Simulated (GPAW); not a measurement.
# SrO: optical spectrum from first principles, part 2 of 2

Wanted: where SrO starts to absorb, how strongly, and its refractive index. The cell comes from an older database entry, whose edges can differ from later determinations, mostly by under a per cent.

GPAW 26.7.0; DFT, PBE, plane-wave PAW (GPAW data sets), scalar-relativistic, RPA, optical limit.

So far. Step 2 (Ground state): There is a gap, 3.36 eV on this mesh (points off the mesh can give less), so no carriers' term is needed.

The database entry behind the starting cell differs from later determinations by our own check (about 0.5 % short), so it need not match the best structure at ambient conditions.

### Step 4. Dielectric function, RPA

Transitions between filled and empty bands, summed over the zone, give the optical response, so mesh, band count and broadening shape it.

The induced potential is part of this response.

This step: DFT, PBE, plane-wave PAW (GPAW data sets), scalar-relativistic, RPA, optical limit (GPAW 26.7.0).

The input, df.py:

```python
from gpaw.response.df import DielectricFunction

df = DielectricFunction('full.gpw', frequencies={'type': 'nonlinear', 'domega0': 0.03, 'omega2': 8},
                        ecut=60,
                        eta=0.15,
                        nbands=27,
                        txt='df.txt')
for direction in ['x']:
    df.get_dielectric_function(xc='RPA', direction=direction, filename=f'df_{direction}.csv')
```

Run with:

```sh
> OMP_NUM_THREADS=1 python df.py
```

Numbers of over 12 decimals in the logs are rounded to 6 here.

The log of the run:

```text
Using integrator: PointIntegrator
NonLinearFrequencyDescriptor(from 0.000 to 69.002 eV, 504 points)
Nonperiodic BCs:  [False False False]
Using integrator: PointIntegrator
NonLinearFrequencyDescriptor(from 0.000 to 69.002 eV, 504 points)
Nonperiodic BCs:  [False False False]

Calculating chi0 body with:
    Ground state adapter containing:
    Number of spins: 1
    Number of kpoints: 1728
    Number of irreducible kpoints: 72
    Number of completely occupied states: 8
    Number of partially occupied states: 8

    Linear response parametrization:
    q_c: [0.0, 0.0, 0.0]
    Number of frequency points: 504
    Planewave cutoff: 60.0
    Number of bands: 27
    Number of planewaves: 27
    Broadening (eta): 0.15

Integrating chi0 body.

Symmetries of q_c:
    Direct symmetries (Uq -> q): 48
    Indirect symmetries (TUq -> q): 0
In total 48 allowed symmetries.

72 groups of equivalent kpoints. 95.833333% reduction.

Integral kind: spectral function

Calculating chi0 optical extensions with:
    Ground state adapter containing:
    Number of spins: 1
    Number of kpoints: 1728
    Number of irreducible kpoints: 72
    Number of completely occupied states: 8
    Number of partially occupied states: 8

    Linear response parametrization:
    Number of frequency points: 504
    Planewave cutoff: 60.0
    Number of bands: 27
    Number of planewaves: 27
    Broadening (eta): 0.15
Integrating chi0 head and wings.

Symmetries of q_c:
    Direct symmetries (Uq -> q): 48
    Indirect symmetries (TUq -> q): 0
In total 48 allowed symmetries.

72 groups of equivalent kpoints. 95.833333% reduction.

Integral kind: spectral function wings
```

Run time: 5 s. Hardware: 1 thread of Arm Neoverse V2, shared host; peak memory 0.21 GiB.

Read-outs, printed or worked out from the files:

```
electronic dielectric constant ε∞, mean over x, y and z (by symmetry where fewer were run) : 3.576
main peak of Im epsilon, first axis                                                        : 9.379 eV
centre of weight of the strongest loss peak in the window                                  : 15.08 eV
```

Some rows of df_x.csv (energy; Re and Im without local fields; Re and Im with them):

```text
0.000000, 3.857458, -0.000000, 3.576376, -0.000000
0.555532, 3.873356, 0.008702, 3.590806, 0.007897
1.143969, 3.927260, 0.019238, 3.639696, 0.017437
1.768324, 4.036236, 0.034377, 3.738361, 0.031081
2.431988, 4.241724, 0.062721, 3.923688, 0.056392
3.138794, 4.694618, 0.167819, 4.328244, 0.148527
3.893091, 5.153940, 1.084532, 4.761157, 0.937452
4.699832, 4.520799, 1.686967, 4.219702, 1.515530
5.564682, 4.532331, 2.246637, 4.259555, 2.009342
6.494155, 4.196839, 2.860027, 3.994540, 2.643893
7.495775, 3.413522, 3.689905, 3.272116, 3.497397
8.578281, 2.469813, 2.871438, 2.175583, 2.746074
9.751884, 0.738468, 3.955540, 0.568776, 3.782739
11.028587, -0.019175, 2.426405, -0.074155, 2.280599
12.422601, 0.486417, 0.884924, 0.300899, 0.854744
13.950874, 0.756490, 1.347102, 0.530997, 1.392743
15.633783, 1.076799, 0.460975, 0.592129, 0.450814
17.496047, 1.873707, 0.941598, 1.130852, 0.690789
19.567954, 1.435945, 1.756015, 1.117801, 0.831079
```

Values under the direct gap are tails of Lorentzian lines. Table of Im ε, E ∥ x by photon energy; read off at these points:

photon energy (eV), Im ε, E ∥ x and a bar:
```
     0.00       0.00 
     0.50       0.01 
     1.00       0.01 
     1.50       0.02 
     2.00       0.04 
     2.50       0.06 
     3.00       0.11 #
     3.50       0.44 ###
     4.00       1.14 #######
     4.50       1.86 ###########
     5.00       1.80 ###########
     5.50       1.94 ############
     6.00       2.59 ################
     6.50       2.66 ################
     7.00       2.94 ##################
     7.50       3.50 ######################
     7.61       3.63 ######################
     8.00       3.55 ######################
     8.50       2.87 ##################
     9.00       3.36 #####################
     9.35       4.88 ##############################
     9.50       4.66 #############################
    10.00       3.51 ######################
    10.50       2.97 ##################
    11.00       2.28 ##############
    11.50       1.70 ##########
    12.00       1.23 ########
    12.50       0.82 #####
    13.00       0.75 #####
    13.43       1.61 ##########
    13.50       1.59 ##########
    14.00       1.33 ########
    14.50       1.25 ########
    15.00       0.85 #####
    15.50       0.51 ###
    16.00       0.42 ###
    16.50       0.47 ###
    17.00       0.68 ####
    17.50       0.69 ####
    18.00       0.75 #####
    18.50       0.86 #####
    18.85       0.92 ######
    19.00       0.89 #####
    19.50       0.80 #####
    20.00       0.71 ####
    20.50       0.70 ####
    21.00       0.69 ####
    21.50       0.86 #####
```

The Re ε, E ∥ x by photon energy:

photon energy (eV), Re ε, E ∥ x and a bar from the least value:
```
      0.0       3.58 #######################
      0.5       3.59 #######################
      1.0       3.62 #######################
      1.5       3.69 ########################
      2.0       3.79 ########################
      2.5       3.95 #########################
      3.0       4.22 ###########################
      3.5       4.67 ##############################
      4.0       4.69 ##############################
      4.5       4.65 ##############################
      5.0       4.52 #############################
      5.5       4.20 ###########################
      6.0       3.90 #########################
      6.5       3.99 ##########################
      7.0       3.60 #######################
      7.5       3.26 #####################
      8.0       2.59 #################
      8.5       2.07 ##############
      9.0       2.82 ###################
      9.5       1.05 ########
     10.0       0.29 ###
     10.5      -0.03 #
     11.0      -0.06 #
     11.5      -0.21 
     12.0      -0.06 #
     12.5       0.39 ####
     13.0       1.04 ########
     13.5       0.93 #######
     14.0       0.55 #####
     14.5       0.35 ###
     15.0       0.33 ###
     15.5       0.49 ####
     16.0       0.85 ######
     16.5       1.11 ########
     17.0       1.24 #########
     17.5       1.13 ########
     18.0       1.22 #########
     18.5       1.21 #########
     19.0       1.08 ########
     19.5       1.13 ########
     20.0       1.08 ########
     20.5       1.20 #########
     21.0       1.27 #########
     21.5       1.36 ##########
```

The loss function −Im 1/ε at q → 0, E ∥ x has structure finer than the step of the table below, so its rows give means over 1 eV, whole bins alone (the curve runs from 0 to 21.9 eV). Peaks (eV: height): 12.4: 1.04, 15.4: 1.12, 19.1: 0.461.

Values under the direct gap are tails of Lorentzian lines. The loss function −Im 1/ε at q → 0, E ∥ x by energy loss; means over each step:

energy loss (eV), loss function −Im 1/ε at q → 0, E ∥ x and a bar:
```
        1       0.00 
        2       0.00 
        3       0.01 
        4       0.04 #
        5       0.08 ###
        6       0.11 ###
        7       0.14 ####
        8       0.19 ######
        9       0.19 ######
       10       0.28 #########
       11       0.44 ##############
       12       0.82 #########################
       13       0.57 ##################
       14       0.59 ##################
       15       0.97 ##############################
       16       0.53 ################
       17       0.35 ###########
       18       0.37 ###########
       19       0.43 #############
       20       0.41 #############
       21       0.33 ##########
```

Values under the direct gap are tails of Lorentzian lines. The Im ε, E ∥ x by photon energy; read off at these points:

| photon energy (eV) | without local fields | with local fields |
| --- | --- | --- |
| 0.00 | 0 | 0 |
| 0.50 | 0.00780 | 0.00708 |
| 1.00 | 0.0164 | 0.0149 |
| 1.50 | 0.0271 | 0.0245 |
| 2.00 | 0.0421 | 0.0380 |
| 2.50 | 0.0672 | 0.0604 |
| 3.00 | 0.128 | 0.114 |
| 3.50 | 0.503 | 0.438 |
| 4.00 | 1.31 | 1.14 |
| 4.50 | 2.08 | 1.86 |
| 5.00 | 2.01 | 1.80 |
| 5.50 | 2.17 | 1.94 |
| 6.00 | 2.79 | 2.59 |
| 6.50 | 2.87 | 2.66 |
| 7.00 | 3.13 | 2.94 |
| 7.50 | 3.70 | 3.50 |
| 7.61 | 3.77 | 3.63 |
| 8.00 | 3.70 | 3.55 |
| 8.50 | 2.96 | 2.87 |
| 9.00 | 3.60 | 3.36 |
| 9.35 | 5.15 | 4.88 |
| 9.50 | 4.84 | 4.66 |
| 10.00 | 3.70 | 3.51 |
| 10.50 | 3.17 | 2.97 |
| 11.00 | 2.44 | 2.28 |
| 11.50 | 1.77 | 1.70 |
| 12.00 | 1.24 | 1.23 |
| 12.50 | 0.856 | 0.818 |
| 13.00 | 0.819 | 0.751 |
| 13.43 | 1.64 | 1.61 |
| 13.50 | 1.60 | 1.59 |
| 14.00 | 1.29 | 1.33 |
| 14.50 | 1.20 | 1.25 |
| 15.00 | 0.816 | 0.854 |
| 15.50 | 0.508 | 0.509 |
| 16.00 | 0.458 | 0.418 |
| 16.50 | 0.647 | 0.474 |
| 17.00 | 0.967 | 0.677 |
| 17.50 | 0.944 | 0.690 |
| 18.00 | 1.31 | 0.749 |
| 18.50 | 1.62 | 0.862 |
| 19.00 | 1.81 | 0.890 |
| 19.50 | 1.74 | 0.804 |
| 20.00 | 1.62 | 0.709 |
| 20.50 | 1.68 | 0.703 |
| 21.00 | 1.70 | 0.688 |
| 21.50 | 2.20 | 0.862 |

Reflectivity at normal incidence, E ∥ x against photon energy; read off at these points:

| photon energy (eV) | reflectivity at normal incidence, E ∥ x (%) |
| --- | --- |
| 0.00 | 9.50 |
| 0.50 | 9.55 |
| 1.00 | 9.69 |
| 1.50 | 9.94 |
| 2.00 | 10.3 |
| 2.50 | 10.9 |
| 3.00 | 11.9 |
| 3.50 | 13.6 |
| 4.00 | 14.4 |
| 4.42 | 15.7 |
| 4.50 | 15.5 |
| 5.00 | 15.0 |
| 5.50 | 14.5 |
| 6.00 | 15.7 |
| 6.50 | 16.0 |
| 7.00 | 16.4 |
| 7.50 | 18.1 |
| 7.61 | 18.5 |
| 8.00 | 18.1 |
| 8.50 | 15.1 |
| 9.00 | 17.3 |
| 9.50 | 25.7 |
| 10.00 | 24.2 |
| 10.50 | 24.2 |
| 11.00 | 21.8 |
| 11.50 | 22.0 |
| 12.00 | 18.7 |
| 12.50 | 8.51 |
| 13.00 | 2.87 |
| 13.50 | 9.38 |
| 14.00 | 10.0 |
| 14.50 | 11.7 |
| 15.00 | 9.69 |
| 15.50 | 4.97 |
| 16.00 | 1.34 |
| 16.50 | 1.25 |
| 17.00 | 2.32 |
| 17.50 | 2.39 |
| 18.00 | 2.72 |
| 18.50 | 3.41 |
| 18.85 | 3.81 |
| 19.00 | 3.73 |
| 19.50 | 3.10 |
| 20.00 | 2.56 |
| 20.50 | 2.45 |
| 21.00 | 2.40 |
| 21.50 | 3.43 |

Optical constants at common wavelengths, from n + ik = √ε:

| wavelength (nm) | n | k | R (%) | 1/α |
| --- | --- | --- | --- | --- |
| 1550 | 1.90 | 0.003 | 9.6 | 40 µm |
| 1064 | 1.91 | 0.005 | 9.8 | 18 µm |
| 800 | 1.92 | 0.007 | 10.0 | 9.5 µm |
| 450 | 2.02 | 0.020 | 11.4 | 1.8 µm |
| 308 | 2.17 | 0.270 | 14.3 | 91 nm |
| 248 | 2.17 | 0.415 | 15.0 | 48 nm |
| 193 | 2.08 | 0.591 | 15.4 | 26 nm |

Below the direct gap, k and the depth come from the tails of the Lorentzian lines, not from transitions.

Rows near the edge hang on the gap, which this functional as a rule makes too small, and phonon-assisted absorption is left out.

### Step 5. Results

| Quantity | Value |
| --- | --- |
| electronic dielectric constant ε∞, mean over x, y and z (by symmetry where fewer were run) (RPA) | 3.58 |
| main peak of Im epsilon, first axis | 9.38 eV |
| centre of weight of the strongest loss peak in the window, first axis | 15.1 eV |

**Reading.** At this level (PBE, RPA) SrO has ε∞ = 3.58 and n = 1.90 at 1550 nm, and Im ε peaks at 9.4 eV. On the mesh the gap is 3.36 eV and the least direct gap 3.42 eV, so on this mesh the band edges lie at different points. Local fields change the static value along x from 3.86 to 3.58 (-7 %). Distinct maxima of Im ε, read by a parabola through the highest points, lie at 6.00 eV (2.6), 7.61 eV (3.6), 8.02 eV (3.6) and 9.38 eV (4.9). Excitons and phonon-assisted transitions are missing; PBE gaps are as a rule too small, which pulls the onset down and ε∞ up. The sum runs over mesh points, so small or evenly spaced maxima can still be ripples of the mesh. In this version of GPAW the matrix elements of the optical limit are incomplete, which can lower ε − 1 by up to a tenth where first-row anions or d states rule, and shift it by more in d metals.

[Machine, clock and banner lines and Python warnings are left out of the logs.]

[Logs are printed without paths, hosts, clocks, repeated set-up lines and the standing remarks that a program may print on its own settings, such as how far it seeks lower states.]

[Hosts, paths, dates, database ids (printed as entryN), source tags and the programs' standing remarks are cut or masked in the printed files.]
